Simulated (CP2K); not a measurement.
Consider cyanoallene at its PBE geometry (Å).

```xyz
8

C    -1.6948    0.1714    0.0082
C    -0.4401   -0.1589   -0.1064
C     0.8307   -0.5000   -0.2245
C     1.8901    0.3227    0.2590
N     2.7795    0.9725    0.6457
H    -2.2009    0.7485   -0.7688
H    -2.2756   -0.1129    0.8883
H     1.1111   -1.4434   -0.7016
```

Method: CP2K XAS_TDP, all-electron GAPW, PBEh(45%), aug-cc-pVDZ, TDA, GW2X-corrected core level, no relativity.

Predict the bright core excitations at the C K edge.

Leading lines: C1 287.69 eV, C2 286.95 eV, C3 287.96 eV and C4 288.69 eV. The leading line of an atom is its first one with 35 % of the strongest within 2.5 eV of its lowest line over the strength cut. Core ionisation energies at this level: C2 293.62, C3 293.71, C1 293.36 and C4 293.95 eV.

The first six lines of each atom with a strength over 0.0015:

```tsv
atom	energy (eV)	states	strength, one atom	above the computed threshold
C1 (bonded to C and 2 H)	287.69	1	0.0483	
	290.96	1	0.0034	
	291.94	1	0.0184	
	292.14	1	0.0037	
	292.61	1	0.0068	
	293.73	1	0.0066	yes
C2 (bonded to 2 C)	286.95	1	0.0588	
	287.66	1	0.0547	
	292.83	1	0.0035	
	293.99	1	0.0017	yes
	295.24	2	0.0057	yes
	295.42	1	0.0019	yes
C3 (bonded to 2 C and H)	287.96	1	0.0357	
	290.01	1	0.0033	
	291.41	1	0.0030	
	292.50	1	0.0072	
	292.89	1	0.0159	
	293.03	1	0.0041	
C4 (bonded to C and N)	288.69	1	0.0343	
	289.06	1	0.0529	
	291.50	1	0.0077	
	292.27	1	0.0292	
	294.02	1	0.0025	yes
	294.25	1	0.0022	yes
```

Lines are vertical, at one geometry, with no vibrational structure. GW2X ionisation energies and lines can be off by 1 to 2 eV either way, and a good line position may hide errors that cancel. These values hold no scalar relativity, about 0.1 eV for C 1s. Rydberg lines, and the discretised continuum above threshold, depend on the basis and the box.

[Banner, clock and machine lines of the logs are left out without a mark of their own.]

[Logs are printed without paths, hosts, clocks, repeated set-up lines and the standing remarks that a program may print on its own settings, such as how far it seeks lower states.]

[Hosts, paths, dates, database ids (printed as entryN), source tags and the programs' standing remarks are cut or masked in the printed files.]
